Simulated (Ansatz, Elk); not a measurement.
# Bonding as seen by X-rays: Mn3PtC, part 2 of 2

Structure refinements treat a crystal as free atoms side by side. For a made-up structure of Mn3PtC (cell and positions from a PBE relaxation) the runs below show what the calculated density changes in F(hkl).

Elk 11.2.3 (patched build); all-electron DFT.

So far: The starting structure; Ground state and structure factors; The magnetisation density.

The structure was built from a prototype and need not be the compound's stable phase.

## (4) The highest occupied states alone

Level of this step: DFT, PBE, all-electron APW+lo, Dirac cores, scalar-relativistic bands, static density, ferromagnetic start (Elk).

An energy window below the Fermi level keeps the highest occupied states, to see at which angles they scatter; shallow core shells can lie inside it and anion s states outside. No new self-consistency is needed.

elk.in

```
tasks
  195

xctype
  20

spinpol
  .true.

rgkmax
  7.0

gmaxvr
  14.0

lmaxo
  7

lmaxapw
  8

swidth
  0.002

tshift
  .false.

ramdisk
  .false.

hmaxvr
  5.5

maxscl
  120

epspot
  1e-06

reducebf
  0.8

wsfac
  -0.196750 0.654490

sppath
  './'

avec
  7.42025274530 0.00000000000 -0.00000000000
  0.00000000000 7.42025274530 0.00000000000
  -0.00000000000 0.00000000000 7.42025274530

atoms
  3
  'Pt.in'
  1
  -0.0000000000 -0.0000000000 -0.0000000000   0.000000 0.000000 -0.020000
  'Mn.in'
  3
  0.5000000000 0.5000000000 -0.0000000000   0.000000 0.000000 -0.125000
  0.5000000000 -0.0000000000 0.5000000000   0.000000 0.000000 -0.125000
  0.0000000000 0.5000000000 0.5000000000   0.000000 0.000000 -0.125000
  'C.in'
  1
  0.5000000000 0.5000000000 0.5000000000   0.000000 0.000000 0.000000

ngridk
  5 5 5
```

Run with:

```bash
$ OMP_NUM_THREADS=4 elk
```

Numbers of over 12 decimals in the logs are rounded to 6 here.

The log of the run:

```text
┌─────────────────────────────────┐
│ Elk code version 11.2.3 started │
└─────────────────────────────────┘

Info(readinput): the functional depends on the density's gradient
 muffin-tin radial points multiplied by    2.00000
 (not where nrmtscf is given)

┌────────────────────┐
│ Current task : 195 │
└────────────────────┘
Info(checkmt): changed muffin-tin radius of species 2 (Mn) from   2.4000 to   2.0915
Info(checkmt): changed muffin-tin radius of species 3 (C) from   1.8000 to   1.5686

Warning(linengy): could not find 1 linearisation energies in s.c. loop 1

Info(sfacrho): density structure factors written to SFACRHO.OUT

 Energy window :  -0.1967500000      0.6544900000

┌──────────────────┐
│ Elk code stopped │
└──────────────────┘
```

Elapsed: 9.7 s, on 4 threads of Intel Xeon Platinum 8259CL at 2.50GHz (Skylake/Cascade Lake), shared host; peak memory 0.26 GiB; 14 s of CPU time.

States within 15 eV below the Fermi level hold 35.00 electrons; any levels below the window count with the cores. Their amplitudes can exceed the total, where window and core parts have opposite phase:

```tsv
hkl	sin θ/λ (Å⁻¹)	abs F, window	abs F, all
100	0.127	1.301	45.372
110	0.180	2.755	52.136
111	0.221	9.280	115.564
200	0.255	9.653	115.992
210	0.285	1.596	40.674
211	0.312	0.390	44.668
220	0.360	4.675	98.659
300	0.382	1.163	37.660
221	0.382	1.252	37.587
310	0.403	0.941	40.715
```

## (5) Another functional

The difference from free atoms is small, so it is set against the change that LDA (Perdew-Wang) makes.

elk.in: that of step 4 with these lines changed.

```diff
@@ -1,6 +1,8 @@
 tasks
+  0
   195
+  196
 
 xctype
-  20
+  3
 
@@ -42,5 +44,2 @@
 
-wsfac
-  -0.196750 0.654490
-
 sppath
```

Run with:

```bash
$ OMP_NUM_THREADS=4 elk
```

The log of the run:

```text
┌─────────────────────────┐
│ Elk code version 11.2.3 │
└─────────────────────────┘

All units are atomic (Hartree, Bohr, etc.)

┌─────────────────────────────────────────────────┐
│ Ground-state run starting from atomic densities │
└─────────────────────────────────────────────────┘

Lattice vectors :
   7.420252745       0.000000000      -0.000000000
   0.000000000       7.420252745       0.000000000
  -0.000000000       0.000000000       7.420252745

Reciprocal lattice vectors :
  0.8467616297      -0.000000000       0.000000000
[...]
total charge                :    159.0000000
 error                       :   0.1304834289E-02

Moments :
 interstitial                :   0.2800085110
 muffin-tins
  species : 1 (Pt)
[...]
species : 2 (Mn)
[...]
atom 3                    :    2.467392427
  species : 3 (C)
   atom 1                    :  -0.1712526559
 total in muffin-tins        :    7.545948046
 total moment                :    7.825956557

┌──────────────────────────────┐
│ Self-consistent loop stopped │
└──────────────────────────────┘

Warning : core states of species 1 leak from the muffin-tin :   0.1539283131E-03

Wrote STATE.OUT
[key lines of the parts left out:]
total energy                :     -21943.847408534
```

Elapsed: 2.7 min, on 4 threads; peak memory 0.46 GiB.

Against the first run R = 0.03 %; the largest change is -0.055 at 220. The moment goes from 8.26 to 7.83 μB.

## (6) Basis size

A smaller basis shows how fast F responds to it; the change is likely larger than the basis error of the first run, but doesn't show convergence.

elk.in: that of step 5 with these lines changed.

```diff
@@ -6,3 +6,3 @@
 xctype
-  3
+  20
 
@@ -12,3 +12,3 @@
 rgkmax
-  7.0
+  5.5
```

Run with:

```bash
$ OMP_NUM_THREADS=4 elk
```

The log of the run:

```text
┌─────────────────────────┐
│ Elk code version 11.2.3 │
└─────────────────────────┘

All units are atomic (Hartree, Bohr, etc.)

┌─────────────────────────────────────────────────┐
│ Ground-state run starting from atomic densities │
└─────────────────────────────────────────────────┘

Lattice vectors :
   7.420252745       0.000000000      -0.000000000
   0.000000000       7.420252745       0.000000000
  -0.000000000       0.000000000       7.420252745

Reciprocal lattice vectors :
  0.8467616297      -0.000000000       0.000000000
[...]
total charge                :    159.0000000
 error                       :   0.1457573406E-02

Moments :
 interstitial                :   0.3629510205
 muffin-tins
  species : 1 (Pt)
[...]
species : 2 (Mn)
[...]
atom 3                    :    2.675583045
  species : 3 (C)
   atom 1                    :  -0.1902055124
 total in muffin-tins        :    8.126673859
 total moment                :    8.489624880

┌──────────────────────────────┐
│ Self-consistent loop stopped │
└──────────────────────────────┘

Warning : core states of species 1 leak from the muffin-tin :   0.1603252687E-03

Wrote STATE.OUT
[key lines of the parts left out:]
total energy                :     -21960.527646995
```

Wall time 6.2 min (4 threads); peak memory 0.61 GiB.

Against the first run R = 0.04 %; the largest change is +0.104 at 311. The moment goes from 8.26 to 8.49 μB.

## (7) Settings against the effect

```tsv
run	R against the first run (%)	R against neutral atoms, low angle (%)	wall time
PBE, rgkmax 7	0.00	0.49	7 min
LDA (Perdew-Wang)	0.03	0.48	2.7 min
rgkmax 5.5	0.04	0.48	6.2 min
```

## (8) What came out

```
R against neutral atoms, sin θ/λ < 0.3 Å⁻¹ : 0.49 %
R against neutral atoms, 0.3 to 0.83 Å⁻¹   : 0.19 %
```

**Reading.** Independent neutral atoms miss the calculated amplitudes by R = 0.49 % below 0.3 Å⁻¹ and 0.19 % from there to 0.83 Å⁻¹; by shells, 1.07 % below 0.15 Å⁻¹ (1 form), 0.44 % 0.15 to 0.3 (4 forms), 0.10 % 0.3 to 0.45 (7 forms), 0.21 % above 0.45 (37 forms). Bonding, aspherical density and the tables' own atoms all enter these figures, and the runs don't part them. The largest change of an amplitude is -0.77 electrons, at 111. The magnetic order is that of the start. No other order was tried here, and an antiferromagnetic one would change or move the magnetic intensity. The window's part falls from 35.0 electrons at the origin to at most 1.48 between 0.45 and 0.83 Å⁻¹, where compact states inside the window still scatter. Below 0.3 Å⁻¹ the changes that finished (LDA (Perdew-Wang) and rgkmax 5.5) move F by R = 0.07 % at most, against the 0.49 % that separates it from free atoms. The magnetic factors move by R = 6.5 % (LDA (Perdew-Wang)) and 3.4 % (rgkmax 5.5), so they aren't settled to better than that. The k-mesh has no finished test. Spin-orbit coupling is left out, which can matter for elements this heavy. Part of the difference isn't bonding: the tables are fits to free atoms and ions calculated by other methods than this functional. Thermal motion, anomalous dispersion and extinction are left out.

[Logs are printed without paths, hosts, clocks, repeated set-up lines and the standing remarks that a program may print on its own settings, such as how far it seeks lower states.]

[Hosts, paths, dates, database ids (printed as entryN), source tags and the programs' standing remarks are cut or masked in the printed files.]
